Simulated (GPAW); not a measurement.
## Si2W: optical spectrum from first principles

Aim: the dielectric function of Si2W, and the optical constants that follow from it.

Program: GPAW 26.7.0. Level of theory: DFT, PBE, plane-wave PAW (GPAW data sets), scalar-relativistic, RPA, optical limit. Results are calculated unless marked as measured.

### Step 1. Set-up

Symmetry: I4/mmm, No. 139, tetragonal system. Conventional cell: a = 3.214 Å, b = 3.214 Å, c = 7.830 Å, α = 90.00°, β = 90.00°, γ = 90.00°. W has 10 Si at 2.62 Å nearest. Nearest to Si lie 5 Si at 2.59 to 2.63 Å and 5 W at 2.62 Å. Farther neighbours are not listed.

### Step 2. Ground state

The self-consistent density comes first; it also tells whether there is a gap, which decides the occupations and the need for a Drude term.

This step: DFT, PBE, plane-wave PAW (GPAW data sets), scalar-relativistic, ground state (GPAW 26.7.0).

The input, gs.py:

```python
from ase import Atoms
from ase.dft.bandgap import bandgap
from gpaw import GPAW, PW, FermiDirac

atoms = Atoms(['W', 'Si', 'Si'],
              cell=[[-1.606900000000, 1.606900000000, 3.914950000000],
                    [1.606900000000, -1.606900000000, 3.914950000000],
                    [1.606900000000, 1.606900000000, -3.914950000000]],
              scaled_positions=[[0.000000000000, 0.000000000000, 0.000000000000],
                                [0.665300000000, 0.665300000000, 0.000000000000],
                                [0.334700000000, 0.334700000000, 0.000000000000]],
              pbc=[True, True, True])
atoms.calc = GPAW(mode=PW(500), xc='PBE', kpts={'size': (10, 10, 10), 'gamma': True},
                  occupations=FermiDirac(0.05), maxiter=150, txt='gs.txt')
print('energy (eV)', atoms.get_potential_energy())
print('Fermi level (eV)', atoms.calc.get_fermi_level())
print('valence electrons', atoms.calc.get_number_of_electrons())
print('gap (eV)', bandgap(atoms.calc, output=None)[0])
print('direct gap (eV)', bandgap(atoms.calc, direct=True, output=None)[0])
atoms.calc.write('gs.gpw')
```

Started as:

```bash
$ OMP_NUM_THREADS=1 python gs.py
```

Numbers of over 12 decimals in the logs are rounded to 6 here.

The program printed:

```text
__  _  _
 | _ |_)|_||  |
 |__||  | ||/\| - 26.7.0

Versions:
  Python: 3.12.14
  ASE:    3.29.0
  Numpy:  2.5.5
  Scipy:  1.18.1
  Libxc:  7.0.0

Input parameters:
  mode=PW(ecut=500.0),
  kpts=MonkhorstPack(size=(10, 10, 10), gamma=True),
  maxiter=150,
  occupations=Occupations(name='fermi-dirac', width=0.05, fixmagmom=False),
  xc=XC(name='PBE')

Diagonalizing LCAO Hamiltonian
Converting LCAO to pw mode

       Si

       Si

       W

Atoms  # Å, Bohr magnetons
|   | symbol |         x |         y |        z |    initial magnetic moments |
| 0 |      W |  0.000000 |  0.000000 | 0.000000 | ( 0.0000,  0.0000,  0.0000) |
| 1 |     Si | -0.000000 |  0.000000 | 5.209232 | ( 0.0000,  0.0000,  0.0000) |
| 2 |     Si |  0.000000 | -0.000000 | 2.620668 | ( 0.0000,  0.0000,  0.0000) |

Unit cell  # Å
| periodic |         x |         y |         z |  lengths |     angles |
|      yes | -1.606900 |  1.606900 |  3.914950 | 4.526708 | 138.415317 |
|      yes |  1.606900 | -1.606900 |  3.914950 | 4.526708 | 138.415317 |
|      yes |  1.606900 |  1.606900 | -3.914950 | 4.526708 |  60.267513 |

Number of symmetries: 16
Symmetry operations  # r_c * U_cc + t_c -> r_c
|    | kind |            matrix            |
|  0 |  σ   |  1, 1, 1,  0, 0,-1,  0,-1, 0 |
|  1 |  C4  |  1, 1, 1,  0, 0,-1, -1, 0, 0 |
|  2 |  E   |  1, 0, 0,  0, 1, 0,  0, 0, 1 |
|  3 |  σ   |  1, 0, 0,  0, 1, 0, -1,-1,-1 |
|  4 |  σ   |  0, 1, 0,  1, 0, 0,  0, 0, 1 |
|  5 |  C2  |  0, 1, 0,  1, 0, 0, -1,-1,-1 |
|  6 |  C2  |  0, 0, 1, -1,-1,-1,  1, 0, 0 |
|  7 |  S4  |  0, 0, 1, -1,-1,-1,  0, 1, 0 |
|  8 |  C4  |  0, 0,-1,  1, 1, 1,  0,-1, 0 |
|  9 |  σ   |  0, 0,-1,  1, 1, 1, -1, 0, 0 |
| 10 |  σ   |  0,-1, 0, -1, 0, 0,  1, 1, 1 |
| 11 |  C2  |  0,-1, 0, -1, 0, 0,  0, 0,-1 |
| 12 |  C2  | -1, 0, 0,  0,-1, 0,  1, 1, 1 |
| 13 |  i   | -1, 0, 0,  0,-1, 0,  0, 0,-1 |
| 14 |  S4  | -1,-1,-1,  0, 0, 1,  1, 0, 0 |
| 15 |  C2  | -1,-1,-1,  0, 0, 1,  0, 1, 0 |

BZ-sampling:
  Number of BZ points: 1000
  Number of IBZ points: 102

  Monkhorst-Pack size: [10, 10, 10]
  Monkhorst-Pack shift: [0.05, 0.05, 0.05]

K-points  # in reciprocal-cell coordinates
|     |                                coordinates |     weight |
|   0 | (  0.00000000,   0.00000000,   0.00000000) | 0.00100000 |
|   1 | (  0.10000000,  -0.10000000,   0.00000000) | 0.00400000 |
|   2 | (  0.10000000,  -0.10000000,   0.10000000) | 0.00400000 |
|   3 | (  0.10000000,   0.00000000,   0.00000000) | 0.00800000 |
|   4 | (  0.10000000,   0.10000000,  -0.10000000) | 0.00200000 |
|   5 | (  0.20000000,  -0.20000000,   0.00000000) | 0.00400000 |
|   6 | (  0.20000000,  -0.20000000,   0.10000000) | 0.00800000 |
|   7 | (  0.20000000,  -0.20000000,   0.20000000) | 0.00400000 |
|   8 | (  0.20000000,  -0.10000000,   0.00000000) | 0.01600000 |
|   9 | (  0.20000000,  -0.10000000,   0.10000000) | 0.00800000 |
| ... |                                            |            |
| 101 | (  0.50000000,   0.50000000,   0.50000000) | 0.00100000 |

Plane wave coefficients: 1042
Cutoff: 500.0 eV

Spin-components: 1 (collinear spins)
Bands:           18
Projectors:      16
Spin-degeneracy: 2
Datatype:        complex128

Parallelization:
  kpt:    1
  domain: 1
  band:   1

Density:
  Valence electrons: 22.0
  Components: 1
  Grid points: [24 24 24]
  Charge: 0.0  # |e|

Potential:
  Grid points: [24 24 24]

species:
  W:
    name:    Tungsten
    id:
    Z:       74.0
    valence: 14
    core:    60
    charge:  0.0  # [|e|]
    compensation charges:
      type: gauss
      rc: 0.40  # [Å]
      lmax: 2
    cutoffs:
      filter: 2.36  # [Å]
      core: 3.02  # [Å]
    projectors
    | kind |    occ | energy [eV] | rcut [Å] |
    |   5s |  2.000 |     -78.830 |    1.344 |
    |   6s |  2.000 |      -5.697 |    1.344 |
    |   5p |  6.000 |     -43.233 |    1.355 |
    |   6p |  0.000 |      -1.367 |    1.355 |
    |   5d |  4.000 |      -4.494 |    1.228 |
    |    d |        |      22.717 |    1.228 |

    Using partial waves for W as LCAO basis

  Si:
    name:    Silicon
    id:
    Z:       14.0
    valence: 4
    core:    10
    charge:  0.0  # [|e|]
    compensation charges:
      type: gauss
      rc: 0.33  # [Å]
      lmax: 2
    cutoffs:
      filter: 1.86  # [Å]
      core: 2.06  # [Å]
    projectors
    | kind |    occ | energy [eV] | rcut [Å] |
    |   3s |  2.000 |     -10.812 |    1.058 |
    |   3p |  2.000 |      -4.081 |    1.058 |
    |    s |        |      16.399 |    1.058 |
    |    p |        |      23.130 |    1.058 |
    |    d |        |       0.000 |    1.058 |

    Using partial waves for Si as LCAO basis

Reference energy: -454544.360156  # eV

eigensolver:
  PPCG
  Converge bands: occupied
  niter=2

density mixing:
  MSR1-Mixer
  Pratt-step length: 0.05
  Maximum mixing coefficient: 0.75
  Old densities: 10
  SVD Regularization: 0.005
  Good broyden scale: 1.0
  Trust region scale: 1.0
  Backstep threshold: 4.0
  History deletion threshold: 6.0
  Fourier metric: weight=20.0, sigma=0.015

occupation numbers:
  Fermi-Dirac:
    width: 0.0500  # eV

poisson solver:
  ecut: 4000.0  # eV

xc functional:
  name: PBE with 2 nearest neighbor stencil

convergence criteria:
- Maximum [total energy] change in last 3 cyles: 0.0005 eV / valence electron
- Maximum integral of absolute [dens]ity change: 0.0001 electrons / valence electron
- Maximum integral of absolute [eigenst]ate change: 4e-08 eV^2 / valence electron
maximum number of iterations: 150

SCF iterations
|iter     |      energy | eigst |  dens |
|iter:   1||  -23.403901 | +0.30 |       |
|iter:   2||  -23.401936 | -2.22 | -1.19 |
|iter:   3||  -23.355113 | -2.11 | -1.22 |
|iter:   4||  -23.362263 | -2.94 | -1.81 |
|iter:   5||  -23.362868c| -3.32 | -2.26 |
|iter:   6||  -23.362127c| -3.81 | -2.43 |
|iter:   7||  -23.362123c| -5.90 | -3.35 |
|iter:   8||  -23.362123c| -7.66c| -4.07c|

Converged in 8 steps
SCF loop duration: 19.987 s (2.498 s/step)
Energy contributions relative to reference atoms: (reference = -454544.360156)

Energy contributions:
  Kinetic:          21.189826
  Coulomb:         -17.249482
  Zero:             -0.076634
  External:          0.000000
  Xc:              -27.224133
  Entropy:          -0.003401
  Spinorbit:         0.000000
  ----------------------------
  Free energy:     -23.363823
  Extrapolated:    -23.362123

dipole moment: (-12.932671, -12.932671, 2.438135)  # |e|*Ang

Fermi level: 12.698
Eigenvalues  # (at kpt = [0.000, 0.000, 0.000])
| band index |      eig [eV] | occ [0-2] |
|          0 |       -60.941 |     2.000 |
|        ... |               |           |
|          2 |       -25.448 |     2.000 |
|          3 |       -25.448 |     2.000 |
|          4 |        -1.375 |     2.000 |
|          5 |         5.848 |     2.000 |
|          6 |         8.949 |     2.000 |
|          7 |         9.379 |     2.000 |
|          8 |         9.859 |     2.000 |
|          9 |         9.859 |     2.000 |
|         10 |        13.319 |     0.000 |
|         11 |        15.447 |     0.000 |
|         12 |        15.761 |     0.000 |
|         13 |        15.761 |     0.000 |
|         14 |        17.324 |     0.000 |
|         15 |        18.390 |     0.000 |
|         16 |        18.390 |     0.000 |
|         17 |        21.410 |     0.000 |

No gap
No difference between direct/indirect transitions

--- standard output ---
energy (eV) -23.362123
Fermi level (eV) 12.697929
valence electrons 22.0
gap (eV) 0.0
direct gap (eV) 0.0
```

It took 24 s on 1 thread of AMD EPYC 9R14 (Zen 4), shared host; peak memory 0.2 GiB.

Numbers from this step:

```
energy       : -23.36 eV
Fermi energy : 12.70 eV
electrons    : 22
```

There are states at the Fermi level within the smearing, so the occupations stay smeared and the carriers get a Drude term.

### Step 3. Bands for the response

The response needs many more empty bands than the density does.

This step: DFT, PBE, plane-wave PAW (GPAW data sets), scalar-relativistic, bands at fixed density (GPAW 26.7.0).

The input, nscf.py:

```python
from ase.dft.bandgap import bandgap
from gpaw import GPAW, FermiDirac

calc = GPAW('gs.gpw').fixed_density(kpts={'size': (17, 17, 17), 'gamma': True}, nbands=38, convergence={'bands': 32},
                                    occupations=FermiDirac(0.05), txt='nscf.txt')
print('gap (eV)', bandgap(calc, output=None)[0])
print('direct gap (eV)', bandgap(calc, direct=True, output=None)[0])
print('top band over the Fermi level (eV)', min(calc.get_eigenvalues(kpt=k)[31] for k in range(len(calc.get_ibz_k_points()))) - calc.get_fermi_level())
calc.write('full.gpw', mode='all')
```

Started as:

```bash
$ OMP_NUM_THREADS=1 python nscf.py
```

The program printed:

```text
Diagonalizing LCAO Hamiltonian
Converting LCAO to pw mode
convergence criteria:
- Maximum integral of absolute [eigenst]ate change: 4e-08 eV^2 / valence electron
maximum number of iterations: 150

SCF iterations
|iter     |      energy | eigst |  dens |
|iter:   1||             | +2.95 |       |
|iter:   2||             | +1.01 |       |
|iter:   3||             | -0.09 |       |
|iter:   4||             | -1.05 |       |
|iter:   5||             | -2.09 |       |
|iter:   6||             | -3.23 |       |
|iter:   7||             | -4.33 |       |
|iter:   8||             | -5.33 |       |
|iter:   9||             | -6.12 |       |
|iter:  10||             | -6.81 |       |
|iter:  11||             | -7.44c|       |
SCF steps: 11
  __  _  _
 | _ |_)|_||  |
 |__||  | ||/\| - 26.7.0

Versions:
  Python: 3.12.14
  ASE:    3.29.0
  Numpy:  2.5.5
  Scipy:  1.18.1
  Libxc:  7.0.0

Input parameters:
  mode=PW(ecut=500.0),
  convergence={'bands': 32},
  gpts=array([24, 24, 24]),
  kpts=MonkhorstPack(size=(17, 17, 17), gamma=True),
  maxiter=150,
  nbands=38,
  occupations=Occupations(name='fermi-dirac', width=0.05, fixmagmom=False),
  parallel={},
  xc=XC(name='PBE')

--- standard output ---
gap (eV) 0.0
direct gap (eV) 0.0
top band over the Fermi level (eV) 22.906295
```

Elapsed: 3.4 min, on 1 thread; peak memory 0.53 GiB.

### Step 4. Dielectric function, RPA

Local fields let the induced charge screen the field inside the cell, which as a rule lowers ε, most along directions where the density is uneven.

This step: DFT, PBE, plane-wave PAW (GPAW data sets), scalar-relativistic, RPA, optical limit (GPAW 26.7.0).

The input, df.py:

```python
from gpaw.response.df import DielectricFunction

df = DielectricFunction('full.gpw', frequencies={'type': 'nonlinear', 'domega0': 0.03, 'omega2': 8},
                        ecut=50,
                        eta=0.15,
                        nbands=32,
                        rate=0.05,
                        txt='df.txt')
for direction in ['x', 'z']:
    df.get_dielectric_function(xc='RPA', direction=direction, filename=f'df_{direction}.csv')
```

Started as:

```bash
$ OMP_NUM_THREADS=1 python df.py
```

The program printed:

```text
Using integrator: PointIntegrator
NonLinearFrequencyDescriptor(from 0.000 to 101.651 eV, 542 points)
Nonperiodic BCs:  [False False False]
Using integrator: PointIntegrator
NonLinearFrequencyDescriptor(from 0.000 to 101.651 eV, 542 points)
Nonperiodic BCs:  [False False False]
Using integrator: PointIntegrator

Calculating chi0 body with:
    Ground state adapter containing:
    Number of spins: 1
    Number of kpoints: 4913
    Number of irreducible kpoints: 405
    Number of completely occupied states: 10
    Number of partially occupied states: 12

    Linear response parametrization:
    q_c: [0.0, 0.0, 0.0]
    Number of frequency points: 542
    Planewave cutoff: 50.0
    Number of bands: 32
    Number of planewaves: 33
    Broadening (eta): 0.15

Integrating chi0 body.

Symmetries of q_c:
    Direct symmetries (Uq -> q): 16
    Indirect symmetries (TUq -> q): 0
In total 16 allowed symmetries.

405 groups of equivalent kpoints. 91.756564% reduction.

Integral kind: spectral function

Calculating chi0 optical extensions with:
    Ground state adapter containing:
    Number of spins: 1
    Number of kpoints: 4913
    Number of irreducible kpoints: 405
    Number of completely occupied states: 10
    Number of partially occupied states: 12

    Linear response parametrization:
    Number of frequency points: 542
    Planewave cutoff: 50.0
    Number of bands: 32
    Number of planewaves: 33
    Broadening (eta): 0.15
Integrating chi0 head and wings.

Symmetries of q_c:
    Direct symmetries (Uq -> q): 16
    Indirect symmetries (TUq -> q): 0
In total 16 allowed symmetries.

405 groups of equivalent kpoints. 91.756564% reduction.

Integral kind: spectral function wings

Calculating drude chi0 with:
    Number of frequency points:542
    Plasma frequency decay rate: 0.05 eV

    Ground state adapter containing:
    Number of spins: 1
    Number of kpoints: 4913
    Number of irreducible kpoints: 405
    Number of completely occupied states: 10
    Number of partially occupied states: 12

Symmetries of q_c:
    Direct symmetries (Uq -> q): 16
    Indirect symmetries (TUq -> q): 0
In total 16 allowed symmetries.

405 groups of equivalent kpoints. 91.756564% reduction.

Integral kind: intraband
Plasma frequency:
[[2.32+0.j 0.  +0.j 0.  -0.j]
 [0.  +0.j 2.32+0.j 0.  -0.j]
 [0.  -0.j 0.  -0.j 2.8 -0.j]]
```

Wall time 46 s (1 thread); peak memory 0.3 GiB.

Sum at mesh points, not converged in k. Im ε against photon energy; read off at these points:

| photon energy (eV) | E ∥ x | E ∥ z |
| --- | --- | --- |
| 0.50 | 5.91 | 6.73 |
| 1.00 | 3.03 | 2.76 |
| 1.50 | 5.28 | 6.30 |
| 2.00 | 6.21 | 14.5 |
| 2.50 | 13.3 | 30.5 |
| 2.66 | 14.1 | 34.7 |
| 3.00 | 14.8 | 31.1 |
| 3.50 | 15.7 | 22.3 |
| 4.00 | 23.3 | 19.3 |
| 4.50 | 24.2 | 19.4 |
| 5.00 | 26.7 | 21.0 |
| 5.50 | 23.2 | 17.4 |
| 6.00 | 20.3 | 16.6 |
| 6.50 | 17.1 | 16.7 |
| 7.00 | 13.0 | 15.9 |
| 7.50 | 7.96 | 10.5 |
| 8.00 | 6.38 | 6.95 |
| 8.50 | 4.71 | 5.23 |
| 9.00 | 3.93 | 3.80 |
| 9.50 | 3.60 | 2.96 |
| 10.00 | 2.74 | 2.29 |
| 10.50 | 2.04 | 1.65 |
| 11.00 | 1.78 | 1.50 |
| 11.50 | 1.38 | 1.03 |
| 12.00 | 1.29 | 0.919 |
| 12.50 | 1.09 | 0.789 |
| 13.00 | 1.01 | 0.718 |
| 13.50 | 0.874 | 0.613 |

Values under 1 per cm are given as 1; sum at mesh points, not converged in k. Table of absorption coefficient by photon energy:

| photon energy (eV) | E ∥ x (1/cm) | E ∥ z (1/cm) |
| --- | --- | --- |
| 0.5 | 90307 | 1.3e5 |
| 1.0 | 38593 | 31380 |
| 1.5 | 91504 | 90762 |
| 2.0 | 1.4e5 | 2.6e5 |
| 2.5 | 3.5e5 | 6.6e5 |
| 3.0 | 4.9e5 | 1.0e6 |
| 3.5 | 6.0e5 | 1.1e6 |
| 4.0 | 1.0e6 | 1.1e6 |
| 4.5 | 1.3e6 | 1.2e6 |
| 5.0 | 1.7e6 | 1.6e6 |
| 5.5 | 2.0e6 | 1.7e6 |
| 6.0 | 2.2e6 | 1.9e6 |
| 6.5 | 2.4e6 | 2.2e6 |
| 7.0 | 2.6e6 | 2.5e6 |
| 7.5 | 2.5e6 | 2.7e6 |
| 8.0 | 2.4e6 | 2.6e6 |
| 8.5 | 2.4e6 | 2.6e6 |
| 9.0 | 2.3e6 | 2.5e6 |
| 9.5 | 2.3e6 | 2.4e6 |
| 10.0 | 2.3e6 | 2.4e6 |
| 10.5 | 2.3e6 | 2.3e6 |
| 11.0 | 2.2e6 | 2.3e6 |
| 11.5 | 2.2e6 | 2.2e6 |
| 12.0 | 2.1e6 | 2.1e6 |
| 12.5 | 2.1e6 | 2.1e6 |
| 13.0 | 2.0e6 | 2.0e6 |
| 13.5 | 2.0e6 | 2.0e6 |

Sum at mesh points, not converged in k. Table of reflectivity at normal incidence by photon energy; read off at these points:

| photon energy (eV) | E ∥ x (%) | E ∥ z (%) |
| --- | --- | --- |
| 0.5 | 35.9 | 58.0 |
| 1.0 | 36.2 | 40.4 |
| 1.5 | 40.3 | 46.9 |
| 2.0 | 42.6 | 51.2 |
| 2.5 | 46.4 | 56.5 |
| 3.0 | 45.8 | 56.8 |
| 3.5 | 46.4 | 53.8 |
| 4.0 | 51.4 | 50.0 |
| 4.5 | 52.4 | 49.6 |
| 5.0 | 55.8 | 54.4 |
| 5.5 | 57.8 | 51.9 |
| 6.0 | 59.7 | 54.1 |
| 6.5 | 62.1 | 56.2 |
| 7.0 | 67.3 | 61.8 |
| 7.5 | 69.4 | 68.6 |
| 8.0 | 67.8 | 70.1 |
| 8.5 | 70.2 | 71.4 |
| 9.0 | 67.6 | 72.9 |
| 9.5 | 65.7 | 73.8 |
| 10.0 | 69.9 | 75.5 |
| 10.5 | 71.5 | 77.4 |
| 11.0 | 70.3 | 75.2 |
| 11.5 | 72.3 | 79.1 |
| 12.0 | 69.2 | 77.5 |
| 12.5 | 69.7 | 77.1 |
| 13.0 | 68.5 | 75.7 |
| 13.5 | 69.1 | 76.7 |

Sum at mesh points, not converged in k. Table of Im ε, E ∥ x by photon energy; read off at these points:

| photon energy (eV) | without local fields | with local fields |
| --- | --- | --- |
| 0.5 | 5.95 | 5.91 |
| 1.0 | 3.07 | 3.03 |
| 1.5 | 5.37 | 5.28 |
| 2.0 | 6.52 | 6.21 |
| 2.5 | 14.4 | 13.3 |
| 3.0 | 16.0 | 14.8 |
| 3.5 | 16.5 | 15.7 |
| 4.0 | 24.0 | 23.3 |
| 4.5 | 24.3 | 24.2 |
| 5.0 | 26.6 | 26.7 |
| 5.5 | 23.0 | 23.2 |
| 6.0 | 20.2 | 20.3 |
| 6.5 | 16.8 | 17.1 |
| 7.0 | 12.8 | 13.0 |
| 7.5 | 7.77 | 7.96 |
| 8.0 | 6.26 | 6.38 |
| 8.5 | 4.63 | 4.71 |
| 9.0 | 3.93 | 3.93 |
| 9.5 | 3.63 | 3.60 |
| 10.0 | 2.76 | 2.74 |
| 10.5 | 2.06 | 2.04 |
| 11.0 | 1.80 | 1.78 |
| 11.5 | 1.40 | 1.38 |
| 12.0 | 1.31 | 1.29 |
| 12.5 | 1.11 | 1.09 |
| 13.0 | 1.03 | 1.01 |
| 13.5 | 0.895 | 0.874 |

The loss function −Im 1/ε at q → 0 has structure finer than the step of the table below, so its rows give means over 0.5 eV, whole bins alone (the curve runs from 0.305 to 14.0 eV). Peaks (eV: height): E ∥ x 0.52: 0.173; E ∥ z 0.56: 0.193.

Sum at mesh points, not converged in k. The loss function −Im 1/ε at q → 0 by energy loss; means over each step:

| energy loss (eV) | E ∥ x | E ∥ z |
| --- | --- | --- |
| 1.0 | 0.0150 | 0.00856 |
| 1.5 | 0.0136 | 0.00802 |
| 2.0 | 0.0130 | 0.0118 |
| 2.5 | 0.0201 | 0.0184 |
| 3.0 | 0.0264 | 0.0288 |
| 3.5 | 0.0267 | 0.0438 |
| 4.0 | 0.0291 | 0.0498 |
| 4.5 | 0.0354 | 0.0484 |
| 5.0 | 0.0369 | 0.0490 |
| 5.5 | 0.0420 | 0.0569 |
| 6.0 | 0.0457 | 0.0582 |
| 6.5 | 0.0476 | 0.0565 |
| 7.0 | 0.0457 | 0.0505 |
| 7.5 | 0.0525 | 0.0481 |
| 8.0 | 0.0623 | 0.0534 |
| 8.5 | 0.0661 | 0.0571 |
| 9.0 | 0.0798 | 0.0609 |
| 9.5 | 0.0896 | 0.0652 |
| 10.0 | 0.0856 | 0.0666 |
| 10.5 | 0.0908 | 0.0694 |
| 11.0 | 0.104 | 0.0819 |
| 11.5 | 0.110 | 0.0802 |
| 12.0 | 0.131 | 0.0944 |
| 12.5 | 0.144 | 0.106 |
| 13.0 | 0.163 | 0.124 |
| 13.5 | 0.171 | 0.129 |

At chosen wavelengths:

| wavelength (nm) | n x | k x | R (%) x | 1/α x | n z | k z | R (%) z | 1/α z |
| --- | --- | --- | --- | --- | --- | --- | --- | --- |
| 1550 | 3.48 | 0.511 | 31.5 | 242 nm | 3.78 | 0.361 | 34.2 | 342 nm |
| 633 | 4.62 | 0.651 | 42.2 | 77 nm | 5.71 | 1.239 | 51.0 | 41 nm |
| 532 | 4.93 | 1.085 | 45.8 | 39 nm | 5.98 | 2.149 | 55.2 | 20 nm |
| 450 | 4.65 | 1.513 | 45.6 | 24 nm | 5.18 | 3.264 | 57.6 | 11 nm |
| 365 | 4.55 | 1.654 | 45.8 | 18 nm | 3.67 | 3.312 | 55.2 | 8.8 nm |
| 308 | 4.68 | 2.514 | 51.5 | 9.8 nm | 3.44 | 2.789 | 49.9 | 8.8 nm |
| 248 | 3.99 | 3.344 | 55.8 | 5.9 nm | 3.26 | 3.229 | 54.4 | 6.1 nm |

In reflection the computed colour is light grey: x = 0.305, y = 0.325, luminous reflectivity 49 %.

### Step 5. Results

**Reading.** At this level (PBE, RPA) Si2W is a metal. The mesh is too coarse to trust the carriers' weight, the reflectivity or the colour to better than tens of per cent. In reflection the computed colour is light grey: x = 0.305, y = 0.325, luminous reflectivity 49 %. The carriers' damping of 0.05 eV is typed, not computed; it shapes the response at the lowest energies. Spin-orbit coupling is left out although heavy atoms are present. In this version of GPAW the matrix elements of the optical limit are incomplete, which can lower ε − 1 by up to a tenth where first-row anions or d states rule, and shift it by more in d metals. GPAW's carrier term has the form −ωp²/(ω + i·rate)², which damps like twice the rate and fails at low energy, so the curves leave the lowest energies out. The sum runs over mesh points 0.16 Å⁻¹ apart with no interpolation, so peaks are partly noise of the mesh, and the Drude plasma energy, a sum over the Fermi surface, isn't converged.

[Machine, clock and banner lines and Python warnings are left out of the logs.]

[Logs are printed without paths, hosts, clocks, repeated set-up lines and the standing remarks that a program may print on its own settings, such as how far it seeks lower states.]

[Hosts, paths, dates, database ids (printed as entryN), source tags and the programs' standing remarks are cut or masked in the printed files.]
